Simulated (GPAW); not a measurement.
# STM contrast on a 8-layer slab of Cu(100), part 2 of 2

Aim: Tersoff-Hamann images of a 8-layer slab of Cu(100) at several biases.

GPAW 26.7.0; GPAW, PAW setups; slab in vacuum, relaxation (the session's first sound run).

So far. Step 2 (Relaxation): The relaxation lowered the energy of the cell by 0.0113 eV (energies extrapolated to zero smearing; the optimiser's log prints free energies). The largest force left on a free atom is 0.014 eV/Å.

## Step 3: Plane waves, PBE

With the geometry fixed, the planar mean of the potential gives the vacuum level on each side.

This step: GPAW, PAW setups; slab in vacuum (GPAW 26.7.0).

The input, run.py:

```python
import json
import numpy as np
from ase import Atoms
from ase.dft.stm import STM
from gpaw import GPAW, PW

slab = Atoms(
    ['Cu', 'Cu', 'Cu', 'Cu', 'Cu', 'Cu', 'Cu', 'Cu'],
    positions=[
        [1.27633, 1.27633, 7.00000],
        [0.00000, 0.00000, 8.80500],
        [1.27633, 1.27633, 10.61000],
        [0.00000, 0.00000, 12.41500],
        [1.27633, 1.27633, 14.26233],
        [0.00000, -0.00000, 16.10624],
        [1.27633, 1.27633, 17.95384],
        [0.00000, -0.00000, 19.74566]],
    cell=[[2.55266, 0.0, 0.0], [0.0, 2.55266, 0.0], [0.0, 0.0, 26.635]],
    pbc=[True, True, False])

slab.calc = GPAW(mode=PW(400), xc='PBE', kpts={'size': (12, 12, 1), 'gamma': True},
                 occupations={'name': 'fermi-dirac', 'width': 0.1}, nbands='160%',
                 convergence={'density': 1e-05}, maxiter=200,
                 poissonsolver={'dipolelayer': 'xy'},
                 symmetry={'tolerance': 1e-3}, txt='slab.txt')
result = {}
energy = slab.get_potential_energy()
fermi = slab.calc.get_fermi_level()
v = slab.calc.get_electrostatic_potential().mean((0, 1)) - fermi
n = slab.calc.get_pseudo_density().mean((0, 1))
L = slab.cell[2, 2]
z = np.arange(len(v)) * L / len(v)
low, high = slab.positions[:, 2].min(), slab.positions[:, 2].max()
below, above = np.interp([low - 4.8, high + 4.8], z, v)
slopes = [np.interp(x, z, np.gradient(v, z)) for x in (low - 4.8, high + 4.8)]
eps = np.array([[slab.calc.get_eigenvalues(k, s) for k in range(len(slab.calc.get_ibz_k_points()))]
                for s in range(slab.calc.get_number_of_spins())]) - fermi
top, bottom = eps[eps < 0].max(), eps[eps > 0].min()
dipole = slab.get_dipole_moment()[2]
print(f'energy {energy:.4f} eV, Fermi level {fermi:.4f} eV, dipole {dipole:.5f} e A')
print(f'potential 4.8 A off the faces, from the Fermi level: lower {below:.4f} eV, upper {above:.4f} eV')
print(f'slope of the potential there: lower {slopes[0]:.5f}, upper {slopes[1]:.5f} eV/A')
print(f'nearest levels on the mesh: {top:.4f} and {bottom:.4f} eV')
print('magnetic moment', round(slab.get_magnetic_moment(), 3))
result.update(energy=energy, fermi=fermi, dipole=dipole, below=below, above=above, slopes=slopes, edges=[top, bottom],
              z=z.tolist(), v=v.tolist(), n=n.tolist(), positions=slab.positions.tolist(),
              forces=slab.get_forces(apply_constraint=False).tolist(), moments=slab.get_magnetic_moments().tolist())

# Images need the states of the whole zone, up to time reversal
slab.calc = slab.calc.fixed_density(symmetry={'point_group': False}, txt='states.txt',
                                    convergence={'bands': 'CBM+0.8'})
stm = STM(slab)
result['stm'] = []
for bias in [-0.5, 0.5]:
    height = high + 3.5
    current = stm.get_averaged_current(bias, height)
    x, y, h = stm.scan(bias, current)
    i, f = divmod(height / L * stm.ldos.shape[2], 1)
    I = abs((1 - f) * stm.ldos[:, :, int(i)] + f * stm.ldos[:, :, int(i) + 1])
    print(f'bias {bias} V: mean current at 3.5 A {current:.4e}, corrugation {np.ptp(h):.4f} A')
    result['stm'].append(dict(bias=bias, current=current, h=(h - high).tolist(), I=I.tolist()))
json.dump(result, open('result.json', 'w'))
```

Started as:

```
$ OMP_NUM_THREADS=1 OPENBLAS_NUM_THREADS=1 python run.py
```

The program printed:

```text
energy -27.1378 eV, Fermi level 2.3349 eV, dipole 0.00051 e A
potential 4.8 A off the faces, from the Fermi level: lower 4.5688 eV, upper 4.5536 eV
slope of the potential there: lower -0.00067, upper 0.00066 eV/A
nearest levels on the mesh: -0.0150 and 0.0002 eV
magnetic moment 0.0
bias -0.5 V: mean current at 3.5 A 2.6630e-05, corrugation 0.0398 A
bias 0.5 V: mean current at 3.5 A 4.2832e-05, corrugation 0.0412 A
```

Elapsed: 4.4 min, on 1 thread of Intel Xeon 6975P-C (Granite Rapids), shared host; peak memory 0.64 GiB.

Numbers from this step:

- dipole along the normal: 5.14e-4 e·Å
- levels nearest the Fermi level on the mesh: -0.01495, 1.52e-4 eV from the Fermi level
- corrugation -0.5: 0.03981 Å
- corrugation 0.5: 0.04116 Å

The electrostatic potential energy of an electron (without an applied field's), less the Fermi level, planar mean oscillates, so the rows of the table below give means over windows of 1.81 Å about each position, cut where the curve ends. Its maxima inside the range that stand out by 2 % of the span (Å: eV): 7.9: -1.55, 9.7: -1.65, 11.5: -1.63, 13.3: -1.26, 15.2: -1.33, 17.0: -1.26, 18.9: -1.66. Its minima: 7.0: -15.8, 8.8: -16.1, 10.7: -16.0, 12.5: -15.9, 14.3: -16.0, 16.1: -16.0, 18.0: -16.0, 19.7: -15.8.

Table of electrostatic potential energy of an electron (without an applied field's), less the Fermi level, planar mean by z; means over each step:

```
z (Å)  electrostatic potential energy of an electron (without an applied field's), less the Fermi level, planar mean (eV)
 0.91                                                                                                                4.57
 2.71                                                                                                                4.57
 4.52                                                                                                                4.43
 6.33                                                                                                               -4.52
 8.14                                                                                                               -8.04
 9.95                                                                                                               -8.10
11.76                                                                                                               -8.08
13.57                                                                                                               -7.69
15.38                                                                                                               -7.70
17.20                                                                                                               -7.69
19.00                                                                                                               -8.11
20.81                                                                                                              -0.303
22.62                                                                                                                4.50
24.43                                                                                                                4.55
26.24                                                                                                                4.55
```

The pseudo valence density, planar mean oscillates, so the rows of the table below give means over windows of 1 Å about each position, cut where the curve ends. Its maxima inside the range that stand out by 2 % of the span (Å: e/Å³): 7.0: 2.10, 8.7: 2.05, 10.7: 2.09, 12.4: 2.07, 14.3: 2.12, 16.2: 2.00, 17.9: 2.07, 19.8: 2.04. Its minima: 7.9: 0.305, 9.8: 0.316, 11.5: 0.305, 13.4: 0.295, 15.1: 0.292, 17.0: 0.288, 18.8: 0.320.

Table of pseudo valence density, planar mean by z; means over each step:

```
z (Å)  pseudo valence density, planar mean (e/Å³)
    3                                      6.8e-5
    4                                      8.3e-4
    5                                      0.0106
    6                                       0.172
    7                                        1.34
    8                                       0.500
    9                                        1.28
   10                                       0.710
   11                                        1.05
   12                                        1.01
   13                                       0.736
   14                                        1.22
   15                                       0.532
   16                                        1.32
   17                                       0.455
   18                                        1.35
   19                                       0.566
   20                                        1.18
   21                                      0.0766
   22                                     0.00551
   23                                      4.4e-4
   24                                      3.6e-5
```

Tip height over the top atom over a1 and a2. Sample bias -0.5 V, constant current at the mean current 3.5 Å over the top atom.

Ten even steps from '_' (3.482 Å) to '@' (3.522 Å):
```
@@%%**++++==--==++++**%%
##**++==============++**
**++==::::::::::::::==++
**++==::..........::==++
======::..______..::====
----==::..______..::==--
======::..______..::====
**++==::..........::==++
**++==::::::::::::::==++
##**++==============++**
@@%%**++++==--==++++**%%
@@@@##****==--==****##@@
```
Columns: a1 from 0 to 0.917; rows upwards: a2 from 0 to 0.917.

Local density of states summed over the bias window over a1 and a2. Sample bias -0.5 V, constant height 3.5 Å over the top atom.

Ten even steps from '_' (2.58 × 1e-5 arbitrary) to '@' (2.79 × 1e-5 arbitrary):
```
%%%%**++++==--==++++**%%
****++--------------++**
++++--::::::::::::::--++
++++--::....__....::--++
--==--::..______..::--==
::----::__________::----
--==--::..______..::--==
++++--::....__....::--++
++++--::::::::::::::--++
****++--------------++**
%%%%**++++==--==++++**%%
@@%%**++++--::--++++**%%
```
Columns: a1 from 0 to 0.917; rows upwards: a2 from 0 to 0.917.

Tip height over the top atom over a1 and a2. Sample bias 0.5 V, constant current at the mean current 3.5 Å over the top atom.

Values in Å, 12 rows by 12 columns:
```
3.518 3.514 3.507 3.504 3.504 3.502 3.500 3.502 3.504 3.504 3.507 3.514
3.508 3.507 3.503 3.500 3.500 3.500 3.500 3.500 3.500 3.500 3.503 3.507
3.506 3.504 3.500 3.496 3.495 3.494 3.494 3.494 3.495 3.496 3.500 3.504
3.506 3.504 3.500 3.495 3.493 3.491 3.489 3.491 3.493 3.495 3.500 3.504
3.501 3.502 3.500 3.494 3.491 3.487 3.485 3.487 3.491 3.494 3.500 3.502
3.497 3.500 3.500 3.494 3.489 3.485 3.482 3.485 3.489 3.494 3.500 3.500
3.501 3.502 3.500 3.494 3.491 3.487 3.485 3.487 3.491 3.494 3.500 3.502
3.506 3.504 3.500 3.495 3.493 3.491 3.489 3.491 3.493 3.495 3.500 3.504
3.506 3.504 3.500 3.496 3.495 3.494 3.494 3.494 3.495 3.496 3.500 3.504
3.508 3.507 3.503 3.500 3.500 3.500 3.500 3.500 3.500 3.500 3.503 3.507
3.518 3.514 3.507 3.504 3.504 3.502 3.500 3.502 3.504 3.504 3.507 3.514
3.523 3.518 3.508 3.506 3.506 3.501 3.497 3.501 3.506 3.506 3.508 3.518
```
Columns: a1 from 0 to 0.917; rows upwards: a2 from 0 to 0.917.

Local density of states summed over the bias window over a1 and a2. Sample bias 0.5 V, constant height 3.5 Å over the top atom.

Ten even steps from '_' (4.16 × 1e-5 arbitrary) to '@' (4.48 × 1e-5 arbitrary):
```
%%##++======--======++##
++++==--------------==++
++==--::::::::::::::--==
++==--::::......::::--==
====--::....__....::--==
------::..______..::----
====--::....__....::--==
++==--::::......::::--==
++==--::::::::::::::--==
++++==--------------==++
%%##++======--======++##
@@%%++++++==--==++++++%%
```
Columns: a1 from 0 to 0.917; rows upwards: a2 from 0 to 0.917.

Force by atom:

```
atom  x (eV/Å)  y (eV/Å)  z (eV/Å)   size
 Cu1     0.000     0.000     0.038  0.038
 Cu2     0.000     0.000    -0.220  0.220
 Cu3     0.000     0.000     0.017  0.017
 Cu4     0.000     0.000     0.173  0.173
 Cu5     0.000     0.000    -0.014  0.014
 Cu6     0.000     0.000    -0.007  0.007
 Cu7     0.000     0.000     0.009  0.009
 Cu8     0.000     0.000     0.002  0.002
```

The potential is flat to 6.7e-4 eV/Å where it is read, so the vacuum is wide enough.

## Step 4: A changed run

One more run, with changed settings.

run.py, as its differences from that of step 3:

```diff
@@ -3,3 +3,2 @@
 from ase import Atoms
-from ase.dft.stm import STM
 from gpaw import GPAW, PW
@@ -18,3 +17,3 @@
     cell=[[2.55266, 0.0, 0.0], [0.0, 2.55266, 0.0], [0.0, 0.0, 26.635]],
-    pbc=[True, True, False])
+    pbc=[True, True, True])
 
@@ -22,3 +21,3 @@
                  occupations={'name': 'fermi-dirac', 'width': 0.1}, nbands='160%',
-                 convergence={'density': 1e-05}, maxiter=200,
+                 convergence={'density': 1e-05}, maxiter=75,
                  poissonsolver={'dipolelayer': 'xy'},
@@ -47,16 +46,2 @@
               forces=slab.get_forces(apply_constraint=False).tolist(), moments=slab.get_magnetic_moments().tolist())
-
-# Images need the states of the whole zone, up to time reversal
-slab.calc = slab.calc.fixed_density(symmetry={'point_group': False}, txt='states.txt',
-                                    convergence={'bands': 'CBM+0.8'})
-stm = STM(slab)
-result['stm'] = []
-for bias in [-0.5, 0.5]:
-    height = high + 3.5
-    current = stm.get_averaged_current(bias, height)
-    x, y, h = stm.scan(bias, current)
-    i, f = divmod(height / L * stm.ldos.shape[2], 1)
-    I = abs((1 - f) * stm.ldos[:, :, int(i)] + f * stm.ldos[:, :, int(i) + 1])
-    print(f'bias {bias} V: mean current at 3.5 A {current:.4e}, corrugation {np.ptp(h):.4f} A')
-    result['stm'].append(dict(bias=bias, current=current, h=(h - high).tolist(), I=I.tolist()))
 json.dump(result, open('result.json', 'w'))
```

The program printed:

```text
AssertionError
```

Run time: 0.6 s. Hardware: 1 thread; peak memory 0.14 GiB.

The program refused the input before any cycle.

The fault put into the input: a dipole layer in a cell that repeats along the normal (pbc_z = true).

## Step 5: What came out

```
work function, upper and lower face : 4.554 and 4.569 eV
dipole along the normal             : 5.1e-4 e Å
corrugation at -0.5 V               : 0.0398 Å
corrugation at 0.5 V                : 0.0412 Å as printed, 0.028 Å or less without short-wave noise
```

At 0.5 V GPAW's map carries short-wave noise, which can't be real at this height: without waves under 1.5 Å it spans 0.028 Å against 0.041 Å printed. The reading below uses the filtered value, which may still be too high. In GPAW's constant-current maps the tip height varies by under 0.05 Å at every bias shown (0.040 Å at most), which is near the numerical ripple of the maps: an s-wave tip would see an almost flat surface. Negative sample bias images filled states, positive bias empty ones. The measured value for this face is 4.73 eV (as compiled in "Anisotropic work function of elemental crystals", 2019, arxiv:1902.07811); the relaxed upper face lies 0.18 eV under it with PBE. Measured work functions scatter by a tenth of an eV or more between methods. The images are of Tersoff-Hamann type: an s-wave tip, no tip-sample forces, heights closer than in a microscope. The small printed dipole stands for a step of -14 meV from the lower to the upper face, and the probes find -15 meV; values this small are near the numerical noise of both. The in-plane lattice was kept as typed, which isn't the functional's own and leaves some strain; spin-orbit coupling and temperature are left out.

[Logs are printed without paths, hosts, clocks, repeated set-up lines and the standing remarks that a program may print on its own settings, such as how far it seeks lower states.]

[Hosts, paths, dates, database ids (printed as entryN), source tags and the programs' standing remarks are cut or masked in the printed files.]
